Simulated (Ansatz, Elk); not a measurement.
**Ca3TlP: X-ray structure factors from the self-consistent density**

Structure refinements treat a crystal as free atoms side by side. For a made-up structure of Ca3TlP (cell and positions from a r2SCAN relaxation) the runs below show what the calculated density changes in F(hkl).

Main program and level: Elk 11.2.3 (patched build); DFT, PBE, all-electron APW+lo, Dirac cores, scalar-relativistic bands, static density, no spin.

The structure was built from a prototype and need not be the compound's stable phase.

## Step 1: The starting structure

It takes space group Pm-3m (No. 221, cubic). Conventional cell: a = 5.474 Å, b = 5.474 Å, c = 5.474 Å, α = 90.00°, β = 90.00°, γ = 90.00°. Nearest to Tl lie 12 Ca at 3.87 Å. Nearest to Ca lie 2 P at 2.74 Å and 8 Ca at 3.87 Å and 4 Tl at 3.87 Å. Nearest to P lie 6 Ca at 2.74 Å. Farther neighbours are not listed.

## Step 2: Ground state and structure factors

An all-electron density is needed, since X-rays see the cores too. Task 0 finds the density and task 195 Fourier-transforms it; tshift is off so that phases refer to the origin typed.

elk.in

```
tasks
  0
  195

xctype
  20

spinpol
  .false.

rgkmax
  7.0

gmaxvr
  14.0

lmaxo
  7

lmaxapw
  8

swidth
  0.002

tshift
  .false.

ramdisk
  .false.

hmaxvr
  5.5

maxscl
  120

epspot
  1e-06

sppath
  './'

avec
  10.34347347556 0.00000000000 0.00000000000
  0.00000000000 10.34347347556 0.00000000000
  0.00000000000 0.00000000000 10.34347347556

atoms
  3
  'Tl.in'
  1
  -0.0000000000 0.0000000000 0.0000000000   0.000000 0.000000 0.000000
  'Ca.in'
  3
  0.0000000000 0.5000000000 0.5000000000   0.000000 0.000000 0.000000
  0.5000000000 -0.0000000000 0.5000000000   0.000000 0.000000 0.000000
  0.5000000000 0.5000000000 -0.0000000000   0.000000 0.000000 0.000000
  'P.in'
  1
  0.5000000000 0.5000000000 0.5000000000   0.000000 0.000000 0.000000

ngridk
  4 4 4
```

The run is started by

```console
$ OMP_NUM_THREADS=4 elk
```

Numbers of over 12 decimals in the logs are rounded to 6 here.

What it wrote:

```text
┌─────────────────────────┐
│ Elk code version 11.2.3 │
└─────────────────────────┘

All units are atomic (Hartree, Bohr, etc.)

┌─────────────────────────────────────────────────┐
│ Ground-state run starting from atomic densities │
└─────────────────────────────────────────────────┘

Lattice vectors :
   10.34347348       0.000000000       0.000000000
   0.000000000       10.34347348       0.000000000
   0.000000000       0.000000000       10.34347348

Reciprocal lattice vectors :
  0.6074540938       0.000000000       0.000000000
   0.000000000      0.6074540938       0.000000000
   0.000000000       0.000000000      0.6074540938

Unit cell volume      :    1106.621784
Brillouin zone volume :   0.2241508498

Muffin-tin inner radius fraction :   0.1000000000E-01

Nuclei treated as point charges

Species : 1 (Tl)
 parameters loaded from : Tl.in
 name : thallium
 nuclear charge    :   -81.00000000
 electronic charge :    81.00000000
 atomic mass :    372567.9643
 muffin-tin radius :    2.800000000
 number of radial points in muffin-tin :   1393
 inner part over the whole radius :   0.9893942913E-02
 number on inner part of muffin-tin    :   1000
 approximate nuclear radius :   0.1043008296E-03
 number of mesh points to nuclear radius :    525
 atomic positions (lattice), magnetic fields (Cartesian) :
  1 :   0.00000000  0.00000000  0.00000000    0.00000000  0.00000000  0.00000000

Species : 2 (Ca)
 parameters loaded from : Ca.in
 name : calcium
 nuclear charge    :   -20.00000000
 electronic charge :    20.00000000
 atomic mass :    73057.72475
 muffin-tin radius :    2.400000000
 number of radial points in muffin-tin :    993
 inner part over the whole radius :   0.9970789793E-02
 number on inner part of muffin-tin    :    698
 approximate nuclear radius :   0.6614485811E-04
 number of mesh points to nuclear radius :    321
 atomic positions (lattice), magnetic fields (Cartesian) :
  1 :   0.00000000  0.50000000  0.50000000    0.00000000  0.00000000  0.00000000
  2 :   0.50000000  0.00000000  0.50000000    0.00000000  0.00000000  0.00000000
  3 :   0.50000000  0.50000000  0.00000000    0.00000000  0.00000000  0.00000000

Species : 3 (P)
 parameters loaded from : P.in
 name : phosphorus
 nuclear charge    :   -15.00000000
 electronic charge :    15.00000000
 atomic mass :    56461.71230
 muffin-tin radius :    2.200000000
 number of radial points in muffin-tin :    793
 inner part over the whole radius :   0.9987340520E-02
 number on inner part of muffin-tin    :    554
 approximate nuclear radius :   0.6081821256E-04
 number of mesh points to nuclear radius :    248
 atomic positions (lattice), magnetic fields (Cartesian) :
  1 :   0.50000000  0.50000000  0.50000000    0.00000000  0.00000000  0.00000000

Total number of atoms per unit cell :    5
Total muffin-tin volume :    310.2720680
 ratio of muffin-tin to unit cell volume :   0.2803776976

Spin treatment :
 spin-unpolarised

Number of Bravais lattice symmetries :   48
Number of crystal symmetries         :   48
Crystal has inversion symmetry
Real symmetric eigensolver will be used

k-point grid :      4     4     4
k-point offset :    0.000000000       0.000000000       0.000000000
k-point set is reduced with full crystal symmetry group
Total number of k-points :       10

Muffin-tin radius times maximum |G+k| :    7.000000000
 using average radius
Maximum |G+k| for APW functions       :    2.868852459
Maximum (1/2)|G+k|²                   :    4.115157216
Maximum |G| for potential and density :    14.00000000
Constant for pseudocharge density :   10
 order of it for each species :   17  17  17
 order of it for pair densities of each species (exact exchange by exxq0 0: 18) :   13   9   7
Radial integration step length :    1

G-vector grid sizes :     48    48    48
Number of G-vectors :    51435

Maximum angular momentum used for
 APW functions            :    8
 outer part of muffin-tin :    7
 inner part of muffin-tin :    2

Total nuclear charge    :   -156.0000000
[...]
exchange                    :     -505.88569930861
 correlation                 :     -8.007345
 electron entropic           :    -0.18935577444333E-02
 total energy                :     -22673.166661689

Density of states at Fermi energy :    146.9517587
 (states/Hartree/unit cell)

Estimated indirect band gap :   0.1691183988E-02
 from k-point 4 to k-point 8
Estimated direct band gap   :   0.6217430621E-02
 at k-point 8

Charges :
 core                        :    102.0000000
 valence                     :    54.00000000
 interstitial                :    8.121989062
 muffin-tins (core leakage)
  species : 1 (Tl)
   atom 1                    :    79.29766598     (  0.3795507854E-04)
  species : 2 (Ca)
[...]
species : 3 (P)
[...]
total in muffin-tins        :    147.8780109
 total calculated charge     :    155.9993775
 total charge                :    156.0000000
 error                       :   0.6224860831E-03

RMS change in Kohn-Sham potential (target) :   0.3492020181     (  0.1000000000E-05)
Absolute change in total energy (target)   :   0.4973813156     (  0.1000000000E-03)

[... loops 3 to 13 left out ...]

┌──────────────────┐
│ Loop number : 14 │
└──────────────────┘

Energies :
 Fermi                       :     0.133374
 sum of occupied eigenvalues :     -13914.191475361
 electron kinetic            :      25915.462467631
 core electron kinetic       :      25542.099816523
 Coulomb                     :     -48073.685557702
 Coulomb potential           :     -39159.210786909
 nuclear-nuclear             :     -1539.1445274813
 electron-nuclear            :     -53931.152580308
 Hartree                     :      7396.6115500879
 Madelung                    :     -28494.080164247
 xc potential                :     -670.44315608364
 exchange                    :     -505.72526354720
 correlation                 :     -8.011620
 electron entropic           :    -0.16865144950318E-02
 total energy                :     -22671.961660482

Density of states at Fermi energy :    131.8512287
 (states/Hartree/unit cell)

Estimated indirect band gap :   0.2624554424E-02
 from k-point 8 to k-point 4
Estimated direct band gap   :   0.1835094459E-01
 at k-point 5

Charges :
 core                        :    102.0000000
 valence                     :    54.00000000
 interstitial                :    8.439215467
 muffin-tins (core leakage)
  species : 1 (Tl)
[...]
species : 2 (Ca)
[...]
species : 3 (P)
[...]
total in muffin-tins        :    147.5607845
 total calculated charge     :    155.9994394
 total charge                :    156.0000000
 error                       :   0.5605876942E-03

RMS change in Kohn-Sham potential (target) :   0.6033271163E-06 (  0.1000000000E-05)
Absolute change in total energy (target)   :   0.9564989887E-04 (  0.1000000000E-03)

Convergence targets achieved

┌──────────────────┐
│ Loop number : 15 │
└──────────────────┘

Energies :
 Fermi                       :     0.133374
 sum of occupied eigenvalues :     -13914.191479443
 electron kinetic            :      25915.462477681
 core electron kinetic       :      25542.099825490
 Coulomb                     :     -48073.685571386
 Coulomb potential           :     -39159.210802969
 nuclear-nuclear             :     -1539.1445274813
 electron-nuclear            :     -53931.152590516
 Hartree                     :      7396.6115466114
 Madelung                    :     -28494.080169901
 xc potential                :     -670.44315415507
 exchange                    :     -505.72526345292
 correlation                 :     -8.011620
 electron entropic           :    -0.16865103965815E-02
 total energy                :     -22671.961664038

Density of states at Fermi energy :    131.8508627
 (states/Hartree/unit cell)

Estimated indirect band gap :   0.2624563874E-02
 from k-point 8 to k-point 4
Estimated direct band gap   :   0.1835091835E-01
 at k-point 5

Charges :
 core                        :    102.0000000
 valence                     :    54.00000000
 interstitial                :    8.439216133
 muffin-tins (core leakage)
  species : 1 (Tl)
[...]
species : 2 (Ca)
[...]
atom 2                    :    18.18468940     ( -0.1986486993E-06)
   atom 3                    :    18.18468940     ( -0.1986486993E-06)
  species : 3 (P)
   atom 1                    :    13.45053710     (  0.3187176565E-03)
 total in muffin-tins        :    147.5607839
 total calculated charge     :    155.9994394
 total charge                :    156.0000000
 error                       :   0.5605879241E-03

┌──────────────────────────────┐
│ Self-consistent loop stopped │
└──────────────────────────────┘

Warning : core states of species 3 leak from the muffin-tin :   0.3187176565E-03

Wrote STATE.OUT
```

Wall time 35 s (4 threads of Arm Neoverse V1, shared host); peak memory 0.23 GiB.

SFACRHO.OUT:

```text

h k l indices transformed by vhmat matrix:
   1.000000000       0.000000000       0.000000000    
   0.000000000       1.000000000       0.000000000    
   0.000000000       0.000000000       1.000000000    

      h      k      l  multipl.   |H|            Re(F)            Im(F)           |F|

      0      0      0      1   0.0000000       156.00000      0.91519820E-16   156.00000    
      1      0      0      6  0.60745409       45.881569      0.54643337E-14   45.881569    
      0     -1     -1     12  0.85906982       70.729196      0.25396905E-14   70.729196    
     -1     -1     -1      8   1.0521414       107.17873      0.75313981E-14   107.17873    
      0      2      0      6   1.2149082       125.65171     -0.97158405E-14   125.65171    
     -1     -2      0     24   1.3583086       43.836475     -0.71725859E-14   43.836475    
      1     -1     -2     24   1.4879526       62.728873      0.32577352E-14   62.728873    
      0     -2      2     12   1.7181396       111.58909      0.52161556E-14   111.58909    
     -1      2     -2     24   1.8223623       41.668340     -0.30811418E-14   41.668340    
     -3      0      0      6   1.8223623       41.569915     -0.12538073E-13   41.569915    
      0     -1      3     24   1.9209385       58.410687     -0.20388679E-14   58.410687    
     -3      1      1     24   2.0146973       87.233156      0.19018492E-14   87.233156    
     -2     -2      2      8   2.1042827       102.04360      0.13059759E-13   102.04360    
      3      0     -2     24   2.1902069       39.540462      0.17714154E-13   39.540462    
     -1     -2      3     48   2.2728851       55.205101     -0.70929724E-14   55.205101    
      0      0      4      6   2.4298164       95.063773     -0.14161867E-13   95.063773    
     -1      0      4     24   2.5045974       37.748046      0.42019046E-15   37.748046    
     -3     -2      2     24   2.5045974       37.770920     -0.12403332E-13   37.770920
```

Elk indexes on the primitive cell of elk.in and gives |H| = 4π sin θ/λ in inverse bohr. Below, one row stands for each form hkl of the conventional cell (m members, Friedel mates merged), F is for one primitive cell and the density is static (no thermal factor). Free-atom factors are Waasmaier and Kirfel's, and R is Σm||F|−|F'||/Σm|F|.

```tsv
hkl	m	sin θ/λ (Å⁻¹)	abs F, DFT	neutral atoms	diff.
100	6	0.091	45.882	46.349	-0.468
110	12	0.129	70.729	70.454	+0.275
111	8	0.158	107.179	107.296	-0.117
200	6	0.183	125.652	125.341	+0.311
210	24	0.204	43.837	44.069	-0.232
211	24	0.224	62.729	63.066	-0.337
220	12	0.258	111.589	111.578	+0.011
221	24	0.274	41.668	41.631	+0.037
300	6	0.274	41.570	41.631	-0.061
310	24	0.289	58.411	58.569	-0.159
311	24	0.303	87.233	87.094	+0.139
222	8	0.316	102.044	102.122	-0.078
320	24	0.329	39.541	39.548	-0.008
321	48	0.342	55.205	55.304	-0.099
400	6	0.365	95.064	95.051	+0.013
410	24	0.377	37.748	37.757	-0.009
322	24	0.377	37.771	37.757	+0.014
411	24	0.388	52.608	52.671	-0.063
```

## Step 3: The highest occupied states alone

An energy window below the Fermi level keeps the highest occupied states, to see at which angles they scatter; shallow core shells can lie inside it and anion s states outside. No new self-consistency is needed.

elk.in, as its differences from that of step 2:

```diff
@@ -1,3 +1,2 @@
 tasks
-  0
   195
@@ -40,2 +39,5 @@
 
+wsfac
+  -0.234120 0.433370
+
 sppath
```

The run is started by

```console
$ OMP_NUM_THREADS=4 elk
```

What it wrote:

```text
┌─────────────────────────────────┐
│ Elk code version 11.2.3 started │
└─────────────────────────────────┘

Info(readinput): the functional depends on the density's gradient
 muffin-tin radial points multiplied by    2.00000
 (not where nrmtscf is given)

┌────────────────────┐
│ Current task : 195 │
└────────────────────┘

Info(sfacrho): density structure factors written to SFACRHO.OUT

 Energy window :  -0.2341200000      0.4333700000

┌──────────────────┐
│ Elk code stopped │
└──────────────────┘
```

Elapsed: 22 s, on 4 threads; peak memory 0.19 GiB.

States within 10 eV below the Fermi level hold 14.00 electrons; any levels below the window count with the cores. Their amplitudes can exceed the total, where window and core parts have opposite phase:

```tsv
hkl	sin θ/λ (Å⁻¹)	abs F, window	abs F, all
100	0.091	2.847	45.882
110	0.129	3.666	70.729
111	0.158	1.349	107.179
200	0.183	1.880	125.652
210	0.204	0.975	43.837
211	0.224	0.408	62.729
220	0.258	0.405	111.589
221	0.274	0.239	41.668
300	0.274	0.337	41.570
310	0.289	0.167	58.411
```

## Step 4: Another functional

The difference from free atoms is small, so it is set against the change that PBEsol makes.

elk.in, as its differences from that of step 3:

```diff
@@ -1,2 +1,3 @@
 tasks
+  0
   195
@@ -4,3 +5,3 @@
 xctype
-  20
+  22
 
@@ -39,5 +40,2 @@
 
-wsfac
-  -0.234120 0.433370
-
 sppath
```

The run is started by

```console
$ OMP_NUM_THREADS=4 elk
```

What it wrote:

```text
┌─────────────────────────┐
│ Elk code version 11.2.3 │
└─────────────────────────┘

All units are atomic (Hartree, Bohr, etc.)

┌─────────────────────────────────────────────────┐
│ Ground-state run starting from atomic densities │
└─────────────────────────────────────────────────┘

Lattice vectors :
   10.34347348       0.000000000       0.000000000
   0.000000000       10.34347348       0.000000000
   0.000000000       0.000000000       10.34347348

Reciprocal lattice vectors :
  0.6074540938       0.000000000       0.000000000
[...]
species : 1 (Tl)
[...]
species : 2 (Ca)
[...]
atom 3                    :    18.18400385     ( -0.1984206222E-06)
  species : 3 (P)
   atom 1                    :    13.43272059     (  0.3212754353E-03)
 total in muffin-tins        :    147.5401118
 total calculated charge     :    155.9994396
 total charge                :    156.0000000
 error                       :   0.5604239756E-03

┌──────────────────────────────┐
│ Self-consistent loop stopped │
└──────────────────────────────┘

Warning : core states of species 3 leak from the muffin-tin :   0.3212754353E-03

Wrote STATE.OUT
[key lines of the parts left out:]
total energy                :     -22663.342656724
```

It took 36 s on 4 threads; peak memory 0.24 GiB; 62 s of CPU time.

Against the first run R = 0.01 %; the largest change is -0.039 at 200.

## Step 5: A coarser k-mesh

About half the k-points along each axis test the sampling.

elk.in, as its differences from that of step 4:

```diff
@@ -5,3 +5,3 @@
 xctype
-  22
+  20
 
@@ -63,2 +63,2 @@
 ngridk
-  4 4 4
+  2 2 2
```

The run is started by

```console
$ OMP_NUM_THREADS=4 elk
```

What it wrote:

```text
┌─────────────────────────┐
│ Elk code version 11.2.3 │
└─────────────────────────┘

All units are atomic (Hartree, Bohr, etc.)

┌─────────────────────────────────────────────────┐
│ Ground-state run starting from atomic densities │
└─────────────────────────────────────────────────┘

Lattice vectors :
   10.34347348       0.000000000       0.000000000
   0.000000000       10.34347348       0.000000000
   0.000000000       0.000000000       10.34347348

Reciprocal lattice vectors :
  0.6074540938       0.000000000       0.000000000
[...]
species : 1 (Tl)
[...]
species : 2 (Ca)
[...]
atom 3                    :    18.18596280     ( -0.1986409970E-06)
  species : 3 (P)
   atom 1                    :    13.45111416     (  0.3184165776E-03)
 total in muffin-tins        :    147.5661249
 total calculated charge     :    155.9994534
 total charge                :    156.0000000
 error                       :   0.5465837494E-03

┌──────────────────────────────┐
│ Self-consistent loop stopped │
└──────────────────────────────┘

Warning : core states of species 3 leak from the muffin-tin :   0.3184165776E-03

Wrote STATE.OUT
[key lines of the parts left out:]
total energy                :     -22671.955834427
```

It took 32 s on 4 threads; peak memory 0.24 GiB.

Against the first run R = 0.01 %; the largest change is -0.069 at 200.

## Step 6: Settings against the effect

```tsv
run	R against the first run (%)	R against neutral atoms, low angle (%)	wall time
PBE, rgkmax 7	0.00	0.30	35 s
PBEsol	0.01	0.29	36 s
k-mesh 2×2×2	0.01	0.31	32 s
```

## Step 7: Outcome

| Item | Value |
| --- | --- |
| R against neutral atoms, sin θ/λ < 0.3 Å⁻¹ | 0.30 % |
| R against neutral atoms, 0.3 to 0.82 Å⁻¹ | 0.09 % |

Independent neutral atoms miss the calculated amplitudes by R = 0.30 % below 0.3 Å⁻¹ and 0.09 % from there to 0.82 Å⁻¹; by shells, 0.54 % below 0.15 Å⁻¹ (2 forms), 0.27 % 0.15 to 0.3 (8 forms), 0.07 % 0.3 to 0.45 (14 forms), 0.09 % above 0.45 (85 forms). Bonding, aspherical density and the tables' own atoms all enter these figures, and the runs don't part them. The largest change of an amplitude is -0.47 electrons, at 100. The window's part falls from 14.0 electrons at the origin to at most 0.17 between 0.45 and 0.82 Å⁻¹. Below 0.3 Å⁻¹ the changes that finished (PBEsol and k-mesh 2×2×2) move F by R = 0.03 % at most, against the 0.30 % that separates it from free atoms. The basis has no finished test. Spin-orbit coupling is left out, which can matter for elements this heavy. Part of the difference isn't bonding: the tables are fits to free atoms and ions calculated by other methods than this functional. Thermal motion, anomalous dispersion and extinction are left out.

[Logs are printed without paths, hosts, clocks, repeated set-up lines and the standing remarks that a program may print on its own settings, such as how far it seeks lower states.]

[Hosts, paths, dates, database ids (printed as entryN), source tags and the programs' standing remarks are cut or masked in the printed files.]
